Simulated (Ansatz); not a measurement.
# CdPbS3 (model cell, started as cubic perovskite with Pb in the octahedra): a soft mode frozen in, part 2 of 3

Aim: this structure of CdPbS3 (model cell, started as cubic perovskite with Pb in the octahedra) is to be tested for unstable modes, and one is followed downhill.

Ansatz 0.2.0; DFT r2SCAN, scalar-relativistic, plane waves, PAW; PAW set soft_1.

So far, highest frequency on the path or at a solved wavevector (cm⁻¹): step 2 (phonons on a q mesh) 361. Also lowest frequency on the path (cm⁻¹): step 2 -202.

The structure was built from a prototype and need not be the compound's stable phase.

### Step 4. The mode frozen in, largest atomic shift 0.6 Å

The atoms are moved along the unstable eigenvector, the largest shift by 0.6 Å, with the cell fixed.

The input, input.yaml:

```yaml
crystal:
  lattice:
    - [5.1126616353, 5.1126616353, 0.0]
    - [5.1126616353, 0.0, 5.1126616353]
    - [5.1126616353, 0.0, -5.1126616353]
  atoms:
    - { symbol: Cd, position: [0.0, 0.0, 0.0] }
    - { symbol: Cd, position: [0.0, 0.5, 0.5] }
    - { symbol: Pb, position: [0.5, 0.25, 0.75] }
    - { symbol: Pb, position: [0.5, 0.75, 0.25] }
    - { symbol: S, position: [0.5, 0.4413221485, 0.4413221485] }
    - { symbol: S, position: [0.5, 0.0586778515, 0.0586778515] }
    - { symbol: S, position: [0.0, 0.0, 0.5] }
    - { symbol: S, position: [0.0, 0.5, 0.0] }
    - { symbol: S, position: [0.5, -0.0586778515, 0.5586778515] }
    - { symbol: S, position: [0.5, 0.5586778515, -0.0586778515] }
kpoints:
  mp_grid: { grid: [8, 8, 8] }
hamiltonian:
  xc: r2scan
  pseudopotentials: { kind: paw, azcp: { folder: soft_1 } }
scf:
  occupations: { method: methfessel_paxton, width: 0.2 }
output:
  forces: true
  stress: true
  eigenvalues: true
```

Command:

```console
$ ansatz run input.yaml --threads 4 --pin off --max-ram 16384MiB --backend cpu --events-out ev --progress --plain --runs-dir out
```

Numbers of over 12 decimals in the logs are rounded to 6 here.

Log:

```text
[...]
Crystal: 10 atoms, lattice volume = 267.283 Å³
Basis set: ecut = 500 eV, 6855 PW (Γ), exchange–correlation on 216×216×216 points (64 copies of the dense FFT grid, shifted against one another)
Bands: 63, of which v1, the nominal top of the filled ones, is band 52 counted from 1 (51 counted from 0)
Symmetry: 16 space group operations
[...]
k-points: 59 of 512
[...]
k-point 0: bands = [... 48 lower, 5.0680, 5.0680, 5.3506, 5.9006, 5.9006, 6.2579, 6.4906, 9.5754, ... 7 higher]
  k-point 1: bands = [... 48 lower, 5.0708, 5.1741, 5.4409, 5.8341, 5.8537, 6.3399, 6.5173, 8.7777, ... 7 higher]
  k-point 2: bands = [... 48 lower, 5.0319, 5.0845, 5.6582, 5.7117, 5.7954, 6.6182, 6.6554, 7.8250, ... 7 higher]
  k-point 58: bands = [... 48 lower, 5.0065, 5.0704, 5.0704, 5.0896, 6.7164, 7.1555, 7.5888, 8.0912, ... 7 higher]
[key lines of the parts left out:]
SCF converged after 10 iterations
Free energy (F): -45815.096514 eV
Fermi energy:    5.772512 eV
P = ⅓ Tr σ = -2.2918 GPa (-22.918 kbar)
```

Elapsed: 42 s, on 4 threads of Arm Neoverse V1, shared host; peak memory 1.8 GiB; 2.7 min of CPU time.

This step gave:

```yaml
pressure: -2.292 GPa
energy_from_the_undistorted_cell: -223.0 meV/atom
```

The energy, extrapolated to zero smearing, is -223.02 meV/atom against the undistorted cell.

The run ends at a pressure of -2.29 GPa, with forces up to 1.2 eV/Å.

### Step 5. Energy along the mode, all amplitudes (two of the runs are shown above)

An imaginary frequency means negative curvature, so the energy should fall and then rise again as anharmonic terms take over.

Numbers from this step:

```
depth at the lowest point sampled  : 223.0 meV/atom
largest atomic shift at that point : 0.6 Å
```

The energy from the parent by largest atomic shift:

```
largest atomic shift (Å)  energy from the parent (meV/atom)
                   0.000                                  0
                   0.040                              -1.38
                   0.080                              -5.50
                   0.140                              -16.6
                   0.220                              -40.0
                   0.320                              -81.1
                   0.450                               -146
                   0.600                               -223
```

Displacement at unit largest shift by atom:

```
atom  x (Å)  y (Å)  z (Å)  size
 Cd1   0.00   0.00   0.00  0.00
 Cd2   0.00   0.00   0.00  0.00
 Pb3   0.00   0.00   0.00  0.00
 Pb4   0.00   0.00   0.00  0.00
  S5  -1.00   0.00   0.00  1.00
  S6   1.00   0.00   0.00  1.00
  S7   0.00   0.00   0.00  0.00
  S8   0.00   0.00   0.00  0.00
  S9   0.00   0.00  -1.00  1.00
 S10   0.00   0.00   1.00  1.00
```

The lowest of the steps tried is the last one, at 0.6 Å, 223 meV/atom below the parent; the bottom of the well need not coincide with a step.

### Step 6. Relaxation from the frozen mode

Starting from the lowest point found, all atoms and the cell are let go, so that strain and other modes of the same symmetry can join in.

Edit input.yaml of step 4 so:

```diff
@@ -27 +27,10 @@
   eigenvalues: true
+  write_density: true
+  write_potential: true
+  elf: true
+  volumetric_format: npy
+relax:
+  adjacent_minimum: "off"
+  f_tol: 0.002
+  max_steps: 120
+  cell: { stress_tol: 0.03 }
```

Log:

```text
[...]
Crystal: 10 atoms, lattice volume = 267.283 Å³
Basis set: ecut = 500 eV, 6855 PW (Γ), exchange–correlation on 216×216×216 points (64 copies of the dense FFT grid, shifted against one another)
Bands: 63, of which v1, the nominal top of the filled ones, is band 52 counted from 1 (51 counted from 0)
Symmetry: 16 space group operations
[...]
k-points: 59 of 512
[...]
SCF iter   1: F=—  HF=-45816.873235 eV  |F-HF|=—  |Δ(HF+E_count)|=         —  Δρ=4.57e-2  dr2=7.21e0  dr2_τ=4.75e-2  ethr=3.10e-3  ⟨swp⟩=9.1  Hψ=16647  notcnv=0  defer=1
[...]
SCF iter  10: F=-45815.096514 eV  HF=-45815.096514 eV  |F-HF|=6.29e-9  |Δ(HF+E_count)|=   7.55e-8  S|Δr|=    0.00e0  Δρ=3.97e-6  dr2=7.96e-8  dr2_τ=4.74e-9  ethr=9.62e-11  ⟨swp⟩=19.6  Hψ=37058  notcnv=0
SCF 1 converged in 10 iterations: F = -45815.096514 eV  dr2 = 7.96e-8
[...]
relax step   1: F+E_penalty+E_count = -45815.09651392 eV  Δ(F+E_penalty+E_count) = +0.000e0 eV  max|allowed force component| = 1.217e0 eV/Å  Δτ_max = 0.0000 Å  P = -2.292 GPa  Ω = 267.283 Å³  (10 SCF iters, dr2 threshold 1.00e-7 eV, accepted)
Crystal: 10 atoms, lattice volume = 258.645 Å³
Basis set: ecut = 500 eV, 6591 PW (Γ), exchange–correlation on 216×216×216 points (64 copies of the dense FFT grid, shifted against one another)
[...]
SCF iter   6: F=-45816.054541 eV  HF=-45816.054540 eV  |F-HF|=3.04e-7  |Δ(HF+E_count)|=   4.92e-6  S|Δr|=    0.00e0  Δρ=1.79e-5  dr2=9.71e-7  dr2_τ=6.09e-8  ethr=9.62e-10  ⟨swp⟩=17.6  Hψ=38721  notcnv=0
SCF 2 converged in 6 iterations: F = -45816.054541 eV  dr2 = 9.71e-7
relax step   2: F+E_penalty+E_count = -45816.05454078 eV  Δ(F+E_penalty+E_count) = -9.580e-1 eV  max|allowed force component| = 8.716e-1 eV/Å  Δτ_max = 0.1976 Å  P = -1.850 GPa  Ω = 258.645 Å³  energy of the carried Pulay correction = +1.605e-3 eV  (6 SCF iters, dr2 threshold 1.00e-6 eV, accepted)
Crystal: 10 atoms, lattice volume = 247.027 Å³
Basis set: ecut = 500 eV, 6223 PW (Γ), exchange–correlation on 216×216×216 points (64 copies of the dense FFT grid, shifted against one another)
[...]
SCF iter   7: F=-45816.560027 eV  HF=-45816.560027 eV  |F-HF|=1.72e-7  |Δ(HF+E_count)|=   8.30e-8  S|Δr|=    0.00e0  Δρ=1.16e-5  dr2=3.71e-7  dr2_τ=1.96e-8  ethr=9.62e-10  ⟨swp⟩=19.8  Hψ=39672  notcnv=0
SCF 3 converged in 7 iterations: F = -45816.560027 eV  dr2 = 3.71e-7
relax step   3: F+E_penalty+E_count = -45816.56002746 eV  Δ(F+E_penalty+E_count) = -5.055e-1 eV  max|allowed force component| = 3.129e-1 eV/Å  Δτ_max = 0.1948 Å  P = +0.464 GPa  Ω = 247.027 Å³  energy of the carried Pulay correction = +3.848e-3 eV  (7 SCF iters, dr2 threshold 1.00e-6 eV, accepted)
[... from here on, the SCF cycles and remarks between the steps are left out ...]
relax step   4: F+E_penalty+E_count = -45816.71067244 eV  Δ(F+E_penalty+E_count) = -1.506e-1 eV  max|allowed force component| = 2.088e-1 eV/Å  Δτ_max = 0.1560 Å  P = -0.942 GPa  Ω = 257.116 Å³  energy of the carried Pulay correction = +1.894e-3 eV  (7 SCF iters, dr2 threshold 1.00e-6 eV, accepted)
relax step   5: F+E_penalty+E_count = -45816.95483718 eV  Δ(F+E_penalty+E_count) = -2.442e-1 eV  max|allowed force component| = 5.697e-1 eV/Å  Δτ_max = 0.1951 Å  P = +1.114 GPa  Ω = 255.780 Å³  energy of the carried Pulay correction = +2.149e-3 eV  (7 SCF iters, dr2 threshold 1.00e-6 eV, accepted)
relax step   6: F+E_penalty+E_count = -45817.34376764 eV  Δ(F+E_penalty+E_count) = -3.889e-1 eV  max|allowed force component| = 2.255e0 eV/Å  Δτ_max = 0.1955 Å  P = +2.886 GPa  Ω = 259.541 Å³  energy of the carried Pulay correction = +1.436e-3 eV  (7 SCF iters, dr2 threshold 1.00e-6 eV, accepted)
relax step   7: F+E_penalty+E_count = -45817.42163937 eV  Δ(F+E_penalty+E_count) = -7.787e-2 eV  max|allowed force component| = 1.352e0 eV/Å  Δτ_max = 0.1603 Å  P = -1.238 GPa  Ω = 263.002 Å³  energy of the carried Pulay correction = +7.886e-4 eV  (7 SCF iters, dr2 threshold 1.00e-6 eV, accepted)
relax step   8: F+E_penalty+E_count = -45817.66695868 eV  Δ(F+E_penalty+E_count) = -2.453e-1 eV  max|allowed force component| = 6.819e-1 eV/Å  Δτ_max = 0.0574 Å  P = -0.558 GPa  Ω = 262.745 Å³  energy of the carried Pulay correction = +8.365e-4 eV  (6 SCF iters, dr2 threshold 1.00e-6 eV, accepted)
relax step   9: F+E_penalty+E_count = -45817.70917569 eV  Δ(F+E_penalty+E_count) = -4.222e-2 eV  max|allowed force component| = 5.201e-3 eV/Å  Δτ_max = 0.0303 Å  P = -0.152 GPa  Ω = 263.038 Å³  energy of the carried Pulay correction = +7.819e-4 eV  (5 SCF iters, dr2 threshold 1.00e-6 eV, accepted)
relax step  10: F+E_penalty+E_count = -45817.71038910 eV  Δ(F+E_penalty+E_count) = -1.213e-3 eV  max|allowed force component| = 2.287e-3 eV/Å  Δτ_max = 0.0014 Å  P = -0.017 GPa  Ω = 262.132 Å³  energy of the carried Pulay correction = +9.505e-4 eV  (5 SCF iters, dr2 threshold 1.13e-7 eV, accepted)
relax step  11: F+E_penalty+E_count = -45817.71055537 eV  Δ(F+E_penalty+E_count) = -1.663e-4 eV  max|allowed force component| = 9.663e-4 eV/Å  Δτ_max = 0.0008 Å  P = +0.002 GPa  Ω = 261.926 Å³  energy of the carried Pulay correction = +9.889e-4 eV  (6 SCF iters, dr2 threshold 4.82e-9 eV, accepted)
[...]
SCF iter   7: F=-45817.710821 eV  HF=-45817.710821 eV  |F-HF|=2.18e-11  |Δ(HF+E_count)|=  5.82e-11  S|Δr|=    0.00e0  Δρ=4.13e-8  dr2=5.37e-12  dr2_τ=3.35e-13  ethr=1.00e-12  ⟨swp⟩=10.1  Hψ=22153  notcnv=0
SCF 12 converged in 7 iterations: F = -45817.710821 eV  dr2 = 5.37e-12
relax step  12: F+E_penalty+E_count = -45817.71082135 eV  Δ(F+E_penalty+E_count) = -2.660e-4 eV  max|allowed force component| = 9.692e-4 eV/Å  Δτ_max = 0.0000 Å  P = +0.005 GPa  Ω = 261.926 Å³  stress off target by 1.45e-2 GPa  SCF on the basis re-selected at this cell (its energy is not comparable with the rows above)  (7 SCF iters)
basis re-selected at this cell: Δ(F+E_penalty+E_count) = -2.660e-4 eV, ΔP = +0.003 GPa vs the last step (what re-selecting the basis moved, of the pressure what is left beyond the Pulay correction that the steps carried, after the strain that the cell walked since its last selection, with what the two solves' SCF thresholds leave and, on support functions, any second-order correction that the steps lacked; it is no m [...]
SCF converged after 7 iterations
[...]
Free energy (F): -45817.710821 eV
[...]
Internal energy: -45817.704325 eV  (E = F + TS)
E sigma→0 (E₀):  -45817.709197 eV
Entropy (-TS):   -0.006496 eV (-0.650 meV/atom)
Fermi energy:    7.018290 eV
[...]
--- Forces (eV/Å), atoms counted from 1 ---
  atom   1  Cd     0.00000000    -0.00000000    -0.00000000
  atom   2  Cd     0.00000000     0.00000000     0.00000000
  atom   3  Pb     0.00000000     0.00000000    -0.00000000
  atom   4  Pb     0.00000000     0.00000000    -0.00000000
  atom   5  S      0.00096924     0.00000000    -0.00000000
  atom   6  S     -0.00096924    -0.00000000     0.00000000
  atom   7  S      0.00000000    -0.00000000     0.00000000
  atom   8  S      0.00000000     0.00000000    -0.00000000
  atom   9  S      0.00000000     0.00000000     0.00096924
  atom  10  S      0.00000000    -0.00000000    -0.00096924
  max |Σ_I F_I| component: 6.94e-18 eV/Å
--- Stress (GPa, compression-positive) ---
        0.000574       0.000000       0.000000
        0.000000       0.014541       0.000000
        0.000000       0.000000       0.000574
  P = ⅓ Tr σ = 0.0052 GPa (0.052 kbar)
--- Band table (eV; the first three rows and the last of 59) ---
  k-point 0: bands = [... 48 lower, 5.6311, 5.9281, 6.1776, 6.1776, 8.0506, 8.0506, 8.4226, 8.6590, ... 7 higher]
  k-point 1: bands = [... 48 lower, 5.7282, 6.0272, 6.1221, 6.1971, 7.7569, 8.2225, 8.3041, 8.5520, ... 7 higher]
  k-point 2: bands = [... 48 lower, 5.2955, 6.0046, 6.0564, 6.7146, 7.0664, 8.0382, 8.4486, 8.5073, ... 7 higher]
  k-point 58: bands = [... 48 lower, 5.8291, 5.8291, 5.8462, 7.1534, 7.6725, 8.0845, 8.2717, 8.2717, ... 7 higher]
--- Relaxed structure (11 steps of the walk, 11 accepted, 1 SCFs on fresh bases) ---
  F+E_penalty+E_count = -45817.71082135 eV   max|allowed force component| = 9.692e-4 eV/Å   (the final SCF, on the basis selected at the relaxed cell)
  cell:  # Å, volume = 261.9259 Å³
    - [4.882774, 5.493070, 0]
    - [4.882774, 0, 4.882774]
    - [4.882774, 0, -4.882774]
  atoms:
    - { symbol: Cd, position: [0, -4.018578312858509e-19, -6.775386654133476e-19] }
    - { symbol: Cd, position: [0, 0.500000, 0.500000] }
    - { symbol: Pb, position: [0.500000, 0.25, 0.75] }
    - { symbol: Pb, position: [0.500000, 0.75, 0.25] }
    - { symbol: S, position: [0.500000, 0.356799, 0.356799] }
    - { symbol: S, position: [0.500000, 0.143201, 0.143201] }
    - { symbol: S, position: [0, 0.0, 0.500000] }
    - { symbol: S, position: [0, 0.500000, 0.0] }
    - { symbol: S, position: [0.500000, -0.143201, 0.643201] }
    - { symbol: S, position: [0.500000, 0.643201, -0.143201] }
```

Elapsed: 8.4 min, on 4 threads; peak memory 2.1 GiB; 33 min of CPU time.

Step by step:

```
step  energy less that of the first step (eV)  largest force component (eV/Å)  pressure (GPa)  volume (Å³)
   1                                   0.0000                          1.2171           -2.29       267.28
   2                                  -0.9580                          0.8716           -1.85       258.64
   3                                  -1.4635                          0.3129            0.46       247.03
   4                                  -1.6142                          0.2088           -0.94       257.12
   5                                  -1.8583                          0.5697            1.11       255.78
   6                                  -2.2473                          2.2548            2.89       259.54
   7                                  -2.3251                          1.3520           -1.24       263.00
   8                                  -2.5704                          0.6819           -0.56       262.74
   9                                  -2.6127                          0.0052           -0.15       263.04
  10                                  -2.6139                          0.0023           -0.02       262.13
  11                                  -2.6140                          0.0010            0.00       261.93
 12*                                  -2.6143                          0.0010            0.01       261.93
```

Relaxation steps marked * repeat the geometry before them on a plane-wave basis chosen anew for their cell, so energy and pressure can jump there.

Forces are held to the 16 operations that the run works with; a distortion that breaks them can't arise in this run.

```
conventional cell, symmetrised  before   after  change
                         a (Å)   7.230   6.905  -4.5 %
                         b (Å)   7.230   6.905  -4.5 %
                         c (Å)  10.225  10.986  +7.4 %
              volume (Å³/atom)   26.73   26.19  -2.0 %
```

The atoms that moved most (Å, as changes of fractional coordinates times the final cell):

```
atom      dx     dy      dz  length
  S5  -0.825  0.000   0.000   0.825
 S10   0.000  0.000   0.825   0.825
  S9   0.000  0.000  -0.825   0.825
  S6   0.825  0.000   0.000   0.825
```

Numbers from this step:

| Property | Result |
| --- | --- |
| pressure | 0.005230 GPa |
| volume per atom | 26.19 Å³ |

Electrostatic potential energy in the ac plane of the conventional cell at fractional y = 0.000, with atoms of Cd and Pb and S within 0.2 Å of it. With pseudopotentials it is smooth inside the atoms' cores, unlike the true potential.

Ten even steps from '0' (-34 eV) to '9' (11 eV), each cell a mean:
```
0027987557655898500
1368998888888999841
7899999999999999987
8899999877789999998
1489998643358999962
1059998421136999820
0169998521237999830
4689999754468999975
8999999988899999998
5789999999999999976
0158998778777899720
1027986446535798400
0027987557655898500
1368998888888999841
7899999999999999987
8899999877789999998
1489998643358999962
1059998421136999820
0169998521237999830
4689999754468999975
8999999988899999998
5789999999999999976
0158998778777899720
1027986446535798400
```
Columns run along a (6.9 Å; values clipped at the 3rd and 97th percentile), rows up along c (11.0 Å), edges of the conventional cell, whose origin can differ from the input's. Atoms in or near the plane, at fractional coordinates: Cd at (0.50, 0.75), Cd at (0.50, 0.25), Pb at (0.00, 0.00), Pb at (0.00, 0.50), S at (0.00, 0.25), S at (0.00, 0.75).

Valence density in the ac plane of the conventional cell at fractional y = 0.000, with atoms of Cd and Pb and S within 0.2 Å of it. It is the smooth field of the valence electrons, not physical close to the nuclei.

Ten steps, logarithmic in the rise over the least value, from '_' (0 e/Å³) to '@' (21 e/Å³), each cell a mean:
```
##**==....::::------------::....::++**
++==::____....::::::::::::..____..--==
::..____________........__________..::
::::..__________..::::..__________..::
----::..______::++##**==..______..----
::----..____..==%%@@@@**::____..::----
------..____..==##@@%%**::______::----
----..________::==++++--..______..::--
::..____________......____________....
--::..______..............________..::
**++--..__..::::::::::::::....__::==++
##**==::..::--------------::....--++##
##**==....::::------------::....::++**
++==::____....::::::::::::..____..--==
::..____________........__________..::
::::..__________..::::..__________..::
----::..______::++##**==..______..----
::----..____..==%%@@@@**::____..::----
------..____..==##@@%%**::______::----
----..________::==++++--..______..::--
::..____________......____________....
--::..______..............________..::
**++--..__..::::::::::::::....__::==++
##**==::..::--------------::....--++##
```
Columns run along a (6.9 Å), rows up along c (11.0 Å), edges of the conventional cell, whose origin can differ from the input's. Atoms in or near the plane, at fractional coordinates: Cd at (0.50, 0.75), Cd at (0.50, 0.25), Pb at (0.00, 0.00), Pb at (0.00, 0.50), S at (0.00, 0.25), S at (0.00, 0.75).

ELF in the ac plane of the conventional cell at fractional y = 0.000, with atoms of Cd and Pb and S within 0.2 Å of it. It is the smooth field of the valence electrons, not physical close to the nuclei.

Ten even steps from '0' (0.03) to '9' (0.85), each cell a mean:
```
0242489888889962431
4431268764578741244
3320024321134310123
7752000111111001467
7997301245431015898
0699411369842027982
2798411358742027994
9986200133321014799
5531001111111100245
3321146532346520133
3442379876679852343
0143489888889962430
0242489888889962431
4431268764578741244
3320024321134310123
7752000111110001467
7997301245431015898
0699411369842027982
2798411358742027994
9986200133321014799
5531001111111100245
3321146532346520133
3442379876679852343
0143489888889963430
```
Columns run along a (6.9 Å), rows up along c (11.0 Å), edges of the conventional cell, whose origin can differ from the input's. Atoms in or near the plane, at fractional coordinates: Cd at (0.50, 0.75), Cd at (0.50, 0.25), Pb at (0.00, 0.00), Pb at (0.00, 0.50), S at (0.00, 0.25), S at (0.00, 0.75).

The distorted start has space group I4/mcm; the relaxation ends in I4/mcm.

(Part 2 of 3 ends here.)

[Logs are printed without paths, hosts, clocks, repeated set-up lines and the standing remarks that a program may print on its own settings, such as how far it seeks lower states.]

[Hosts, paths, dates, database ids (printed as entryN), source tags and the programs' standing remarks are cut or masked in the printed files.]
